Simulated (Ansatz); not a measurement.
# ZrSeS monolayer, Janus: from the cell to its phonons

The cell of ZrSeS monolayer, Janus is at rest. What are its phonons? After the zone centre comes a 6×6×1 q mesh on a 12×12×1 k mesh.

Calculated with Ansatz 0.2.0; DFT PBEsol, scalar-relativistic, plane waves, PAW.

### Step 1. Set-up

The cell holds 3 atoms: 1 Zr, 1 S and 1 Se. Its edges and angles: a = 3.685 Å, b = 3.685 Å, c = 30.000 Å, α = 90.0°, β = 90.0°, γ = 120.0°. Vacuum lies along c.

### Step 2. Linear response at the zone centre

The cell comes from relaxations at this level that are not shown. The zone centre comes first: it holds the modes that light can see, as far as symmetry allows. The response to a homogeneous field gives the Born charges and the dielectric tensor, and its change with displacement the Raman tensors.

Input file input.yaml:

```yaml
crystal:
  lattice:
    - [3.6850719989, 0.0, 0.0]
    - [-1.8425359995, 3.1913659658, 0.0]
    - [0.0, 0.0, 30.0]
  atoms:
    - { symbol: Zr, position: [0.0, 0.0, 0.3349301744] }
    - { symbol: S, position: [0.3333333333, 0.6666666667, 0.3812552825] }
    - { symbol: Se, position: [0.6666666667, 0.3333333333, 0.2804812097] }
  periodic: [true, true, false]
kpoints:
  mp_grid: { grid: [12, 12, 1] }
hamiltonian:
  xc: pbesol
scf:
  occupations: { method: fixed }
output:
  eigenvalues: true
phonons:
  method: dfpt
  dielectric: true
  raman: true
```

The run is started by

```
$ ansatz run input.yaml --threads 8 --pin off --max-ram 14336MiB --backend cpu --events-out ev --progress --plain --runs-dir out
```

Numbers of over 12 decimals in the logs are rounded to 6 here.

The program printed:

```text
Warning: phonons.dielectric: true without phonons.rigid_motions: the static dielectric tensor ε⁰ will be withheld (ε∞, Z* and the rows of modes are given); for a crystal or a slab, whose only rigid motions are the translations, set phonons.rigid_motions: translations
Engine: ansatz 0.2.0, aarch64-unknown-linux-gnu
Pseudopotentials: kind: paw
Pseudopotential: Zr, paw, valence charge 12, recommended cutoff 420 eV (normal), Zr.paw.azcp
Pseudopotential: S, paw, valence charge 6, recommended cutoff 420 eV (normal), S.paw.azcp
Pseudopotential: Se, paw, valence charge 16, recommended cutoff 420 eV (normal), Se.paw.azcp
Functional definition: PBEsol
  exchange = pbesol_x
  correlation = pbesol_c
Crystal: 3 atoms, lattice volume = 352.812 Å³
Basis set: ecut = 420 eV, 6905 PW (Γ), exchange–correlation on 50×50×432 points (8 copies of the dense FFT grid, shifted against one another)
Bands: 21, of which v1, the nominal top of the filled ones, is band 17 counted from 1 (16 counted from 0)
Symmetry: 6 space group operations
k-points: 43 of 144 (irreducible under 2 space group operations, time reversal used)
Non-local potential: Zr, projectors of the file, l = 0: 3, l = 1: 2, l = 2: 2, l = 3: 2
Non-local potential: S, projectors of the file, l = 0: 2, l = 1: 2, l = 2: 2
Non-local potential: Se, projectors of the file, l = 0: 2, l = 1: 2, l = 2: 3, l = 3: 1
PAW form: soft (Blöchl's): semilocal exchange-correlation on the pseudo side does not see the compensation charge
PAW frozen core: Zr, regenerated for the run's functional, and the local potential with it (the file was generated under x = pbe(κ = 0.804, μ = 0.219515), c = pbe(β = 0.066725))
PAW frozen core: S, regenerated for the run's functional, and the local potential with it (the file was generated under x = pbe(κ = 0.804, μ = 0.219515), c = pbe(β = 0.066725))
PAW frozen core: Se, regenerated for the run's functional, and the local potential with it (the file was generated under x = pbe(κ = 0.804, μ = 0.219515), c = pbe(β = 0.066725))
PAW one-centre angular grid: Zr, 590 points (default); XC on 64 Gauss nodes
PAW one-centre angular grid: S, 110 points (default); XC on 64 Gauss nodes
PAW one-centre angular grid: Se, 590 points (default); XC on 64 Gauss nodes
Initial density: superposition of atomic densities (neutral atoms: chi_scale 0, normalization atom), corrected by the library's trained network
Initial wavefunctions: pseudopotential atomic-orbital guess
Functional: x = pbesol(κ = 0.804, μ = 0.123457), c = pbesol(β = 0.046)
SCF iter   1: F=—  HF=-10442.080195 eV  |F-HF|=—  |Δ(HF+E_count)|=         —  Δρ=2.24e-3  dr2=6.16e-2  ethr=1.77e-3  ⟨swp⟩=6.7  Hψ=4803  notcnv=0  defer=80
preconditioner: auto → none  [insulator: Δε(μ)=0.553 eV  Ē_g=7.608 eV  n_scr=16 (ndim 8)  ℏωp=7.9 eV  f_vac=0.775  ε∞_Penn≈2.1]
SCF iter   2: F=—  HF=-10442.122912 eV  |F-HF|=—  |Δ(HF+E_count)|=   4.27e-2  Δρ=3.45e-3  dr2=4.60e-1  ethr=1.81e-4  ⟨swp⟩=4.4  Hψ=2137  notcnv=0  defer=86  recentre
SCF iter   3: F=—  HF=-10442.073034 eV  |F-HF|=—  |Δ(HF+E_count)|=   4.99e-2  Δρ=1.13e-3  dr2=2.04e-2  ethr=1.81e-4  ⟨swp⟩=4.0  Hψ=1688  notcnv=0  defer=86
SCF iter   4: F=—  HF=-10442.071066 eV  |F-HF|=—  |Δ(HF+E_count)|=   1.97e-3  Δρ=5.22e-4  dr2=7.62e-4  ethr=6.00e-5  ⟨swp⟩=2.7  Hψ=1643  notcnv=0  defer=86
SCF iter   5: F=—  HF=-10442.071473 eV  |F-HF|=—  |Δ(HF+E_count)|=   4.07e-4  Δρ=2.12e-4  dr2=8.06e-5  ethr=2.24e-6  ⟨swp⟩=3.9  Hψ=2149  notcnv=0  defer=86
SCF iter   6: F=—  HF=-10442.071684 eV  |F-HF|=—  |Δ(HF+E_count)|=   2.11e-4  Δρ=6.32e-5  dr2=7.83e-6  ethr=2.37e-7  ⟨swp⟩=3.4  Hψ=1621  notcnv=0  defer=84
SCF iter   7: F=—  HF=-10442.071724 eV  |F-HF|=—  |Δ(HF+E_count)|=   4.01e-5  Δρ=8.07e-6  dr2=1.67e-7  ethr=2.30e-8  ⟨swp⟩=3.0  Hψ=1635  notcnv=0  defer=85
SCF iter   8: F=—  HF=-10442.071805 eV  |F-HF|=—  |Δ(HF+E_count)|=   8.09e-5  Δρ=3.31e-6  dr2=4.68e-8  ethr=4.92e-10  ⟨swp⟩=3.5  Hψ=2109  notcnv=0  defer=84
SCF iter   9: F=—  HF=-10442.071805 eV  |F-HF|=—  |Δ(HF+E_count)|=   2.63e-8  Δρ=6.95e-7  dr2=1.62e-9  ethr=1.38e-10  ⟨swp⟩=3.0  Hψ=1515  notcnv=0  defer=83
SCF iter  10: F=—  HF=-10442.071805 eV  |F-HF|=—  |Δ(HF+E_count)|=   1.40e-9  Δρ=2.59e-7  dr2=2.23e-10  ethr=4.76e-12  ⟨swp⟩=3.0  Hψ=1897  notcnv=0  defer=83
SCF iter  11: F=-10442.071805 eV  HF=-10442.071805 eV  |F-HF|=1.33e-10  |Δ(HF+E_count)|=  6.62e-10  Δρ=6.94e-8  dr2=2.46e-11  ethr=1.00e-12  ⟨swp⟩=19.3  Hψ=8013  notcnv=0
SCF 1 converged in 11 iterations: F = -10442.071805 eV  dr2 = 2.46e-11
  greatest PAW one-centre occupation: 1.000 electrons in one spin orbital (limit 2), on the Se atom at site 2 (counted from 0), in its partial waves of l = 2
DFPT response loops at Γ: preconditioner auto → none (the input reference at scf.mixing.eps_inf says where Resta's filter doesn't serve); β = 0.50; Broyden in place of MSR1
── the response to a field inside a basis, on 16×16×2 k-points: an SCF that follows is theirs, and a resumed run solves both again ──
Bands: 18, of which v1, the nominal top of the filled ones, is band 17 counted from 1 (16 counted from 0)
k-points: 136
Initial density: handed on by an earlier stage of this run
Initial wavefunctions: pseudopotential atomic-orbital guess (no wavefunctions were taken with the density)
Eigensolver: Dense (136 Hₖ)
SCF iter   1: F=—  HF=-10442.066573 eV  |F-HF|=—  |Δ(HF+E_count)|=         —  Δρ=4.34e-5  dr2=2.15e-6  ethr=1.00e-1
preconditioner: auto → none  [insulator: Δε(μ)=0.600 eV  Ē_g=6.174 eV  n_scr=16 (ndim 8)  ℏωp=7.9 eV  f_vac=0.775  ε∞_Penn≈2.6]
SCF iter   2: F=—  HF=-10442.066574 eV  |F-HF|=—  |Δ(HF+E_count)|=   1.88e-6  Δρ=2.40e-5  dr2=4.42e-6  ethr=6.33e-9
SCF iter   3: F=—  HF=-10442.066575 eV  |F-HF|=—  |Δ(HF+E_count)|=   9.57e-7  Δρ=2.32e-5  dr2=1.16e-5  ethr=6.33e-9  recentre
SCF iter   4: F=—  HF=-10442.066575 eV  |F-HF|=—  |Δ(HF+E_count)|=   8.60e-7  Δρ=7.23e-6  dr2=4.64e-7  ethr=6.33e-9
SCF iter   5: F=—  HF=-10442.066575 eV  |F-HF|=—  |Δ(HF+E_count)|=   6.56e-9  Δρ=2.02e-6  dr2=7.06e-9  ethr=1.36e-9
SCF iter   6: F=—  HF=-10442.066575 eV  |F-HF|=—  |Δ(HF+E_count)|=   2.24e-9  Δρ=4.71e-7  dr2=4.02e-10  ethr=2.08e-11
SCF iter   7: F=-10442.066575 eV  HF=-10442.066575 eV  |F-HF|=5.28e-11  |Δ(HF+E_count)|=  1.07e-10  Δρ=7.53e-8  dr2=1.18e-11  ethr=1.18e-12
SCF 1 converged in 7 iterations: F = -10442.066575 eV  dr2 = 1.18e-11
DFPT response loops at Γ: mixed as the last ones told, above
DFPT response loops at Γ: mixed as the last ones told, above
SCF converged after 11 iterations
Free energy (F): -10442.071805 eV
Harris-Foulkes:  -10442.071805 eV  (|F-HF|=1.33e-10)
Internal energy: -10442.071805 eV  (E = F + TS)
E sigma→0 (E₀):  -10442.071805 eV
Fermi energy:    -5.783778 eV
--- Per-component energies (eV) ---
  E_band       = -1003.780159
  E_kinetic    = 558.903124
  E_local      = -57201.217901  (includes V_loc(G=0)·N_el)
  E_nonlocal   = -484.783100
  E_hartree    = 28183.656510
  E_xc         = -360.754248
  E_vxc        = -376.771935  (∫ρ·V_xc dr)
  E_paw        = -5351.107141  (= ΣΔE_a)
  E_vpaw       = 132.776766  (= ΣTr[D̂ρ^β])
  E_aug_tail   = -0.000569  (compensation charges beyond the density's cutoff)
  E_ewald      = 24211.995400
  E_core_change = 1.236120  (= ΣΔE_core)
  E_smearing   = -0.000000  (= −TS)
  E_closure    = -0.000000  (closes the sum)
  Σ components = -10442.071805   (vs F -10442.071805, Δ=0.00e0)
--- Band table (eV; the first three rows and the last of 43) ---
  k-point 0: bands = [... 13 lower, -8.7153, -7.0445, -5.7838, -5.7838, -4.5880, -4.5880, -3.8029, -0.9766]
  k-point 1: bands = [... 13 lower, -8.6779, -6.8829, -6.3418, -6.0399, -4.5057, -4.2938, -3.6563, -1.4251]
  k-point 2: bands = [... 13 lower, -8.5897, -7.4278, -6.5779, -6.4449, -4.6089, -3.7935, -3.3658, -1.8402]
  k-point 42: bands = [... 13 lower, -8.7144, -8.2214, -8.0546, -7.2650, -4.0504, -3.5102, -2.7290, -1.5641]
--- Phonons (Γ-DFPT): 6 representative perturbations + reference, on 43 of 144 k-points (Σ response iterations 28) ---
  k mesh reduced under 2 symmetry operations, with k and −k counted as one. Each operation leaves every solved perturbation unchanged. A smaller set is not considered because the run solves the response to a homogeneous field
  ASR residual: 1.637e-4 → 0.000e0 eV/Å²; symmetrization residual: 7.939e-6 eV/Å²
  ASR residual per site (eV/Å²): 1.64e-4 9.23e-5 2.29e-5
  Γ frequencies (cm⁻¹): 0.00 0.00 0.00 116.58 116.58 223.08 223.08 227.63 319.46
  ε∞ (high-frequency dielectric tensor):
        3.799059     0.000000    -0.000000
        0.000000     3.799059     0.000000
       -0.000000     0.000000     1.165846
  α∞ (the layer's polarisability for a field applied outside it; Å, Gaussian; ε∞ is over the cell's 30.000 Å):
        6.682262     0.000000    -0.000000
        0.000000     6.682262     0.000000
       -0.000000     0.000000     0.395928
  ε⁰ (static dielectric tensor): not given — the deck does not say what the cell's rigid motions are, and on a molecule in a box or a wire the rigid rotations would enter the sum over the modes at Γ. For a crystal or a slab, whose only rigid motions are the translations, set phonons.rigid_motions: translations.
  Born effective charges Z* (e; rows j = field, columns β = displacement):
    site 0:
         7.33916    0.00000    0.00000
        -0.00000    7.33916   -0.00000
         0.00000   -0.00000    0.33884
    site 1:
        -3.78023   -0.00000   -0.00000
         0.00000   -3.78023    0.00000
        -0.00000    0.00000   -0.20015
    site 2:
        -3.55893   -0.00000    0.00000
         0.00000   -3.55893    0.00000
         0.00000   -0.00000   -0.13869
  Z* charge neutrality: 7.197e-4 e pre-enforcement
  solved inside a basis spanned on kpoints, on 16×16×2 k-points transformed towards the longest dipole: ε∞ is read to err by 1.3e-2, Z* by 4.8e-2 e (field_mesh: kpoints solves on kpoints); Z* is corrected for what the basis lacks
  Raman tensors (in the event stream and the table raman_tensors.tsv): an entry may err by 3.4e0 Å², one of the second-order susceptibility by 2.5e0 pm/V (basis, points and sum rule); their sum over the sites missed zero by 1.190e-3 Å² ahead of its enforcement
  optical modes at Γ without the LO–TO term, one row a degenerate level:
      ω (cm⁻¹)  modes    IR ((D/Å)²/amu)  static Raman (Å⁴/amu)  depolarisation
        116.58      2            33.4123               107.8868           0.750
        223.08      2            21.7999               178.1400           0.750
        227.63      1             0.0042              4524.8176           0.122
        319.46      1             0.0593              1199.4028           0.130
```

Elapsed: 5.6 min, on 8 threads of Arm Neoverse V2, shared host; peak memory 3.4 GiB; 41 min of CPU time.

The column dr2 measures how far the density is from self-consistency, as an energy; F and HF (Harris–Foulkes) agree once it is small.

This step gave:

```
gap on the k-mesh                                       : 0.5727 eV
sum-rule residual before enforcement                    : 1.64e-4 eV/Å²
miss of the charge sum rule                             : 7.20e-4 e
estimated error of the dielectric tensor                : 0.01337
estimated error of the Born charges                     : 0.04844 e
point group                                             : 3m
area per atom                                           : 3.92 Å²
highest optical mode at the zone centre (no LO-TO term) : 319.5 cm⁻¹
lowest optical zone-centre mode                         : 116.6 cm⁻¹
largest Born charge (third of the trace)                : 5.006 e
```

Without the LO-TO term. Patterns of degenerate modes are one choice out of their space. Modes at Γ, with each element's share of the kinetic energy:

```csv
mode,frequency (cm⁻¹),symmetry,Zr %,S %,Se %
1,0.0,acoustic,45,16,39
2,0.0,acoustic,45,16,39
3,0.0,acoustic,45,16,39
4,116.6,E,48,0,52
5,116.6,E,48,0,52
6,223.1,E,7,84,9
7,223.1,E,7,84,9
8,227.6,A1,22,18,60
9,319.5,A1,33,66,1
```

Displacements in mode 4 (116.6 cm⁻¹), the largest set to 1:
```
Zr1  0.00 -0.90  0.00
S2   0.00  0.10  0.00
Se3  0.00  1.00  0.00
```

Displacements in mode 9 (319.5 cm⁻¹), the largest set to 1:
```
Zr1  0.00  0.00 -0.42
S2   0.00  0.00  1.00
Se3  0.00  0.00  0.08
```

High-frequency dielectric tensor, averaged over the cell of height 30.0 Å or as lengthened by the program, vacuum included. Tensor:

```csv
,x,y,z
x,3.799,0,0
y,0,3.799,0
z,0,0,1.166
```

Born charge (rows field, columns displacement) (e), principal values of the symmetric part by kind of site:

```csv
atom,atoms with these values,low,middle,high,mean
Zr1,1,0.34,7.34,7.34,5.01
S2,1,-3.78,-3.78,-0.20,-2.59
Se3,1,-3.56,-3.56,-0.14,-2.42
```

In full for Se3:

```
-3.56  0.00  0.00
 0.00 -3.56  0.00
 0.00  0.00 -0.14
```

Transverse modes. Lines of the infrared spectrum (strongest = 100):

```csv
position (cm⁻¹),label,relative intensity
117,E,100
223,E,65
228,A1,0.0
320,A1,0.2
```

Activity x (w_L - w)^4 (n + 1)/w, 532 nm, 300 K; the tensors are static ones, while 532 nm light lies above the computed direct gap, where resonance would change the heights. Lines of the Raman spectrum (strongest = 100):

```csv
position (cm⁻¹),label,relative intensity
117,E,7.4
223,E,4.1
228,A1,100
320,A1,16
```

Before it was imposed, the acoustic sum rule was missed by 1.6e-4 eV/Å² and the charge sum rule by 7.2e-4 e. Small misses are needed for a sound result but don't prove that mesh and cutoff are converged. The lowest optical mode is real, 117 cm⁻¹.

(Part 1 of 2 ends here.)

[Logs are printed without paths, hosts, clocks, repeated set-up lines and the standing remarks that a program may print on its own settings, such as how far it seeks lower states.]

[Hosts, paths, dates, database ids (printed as entryN), source tags and the programs' standing remarks are cut or masked in the printed files.]
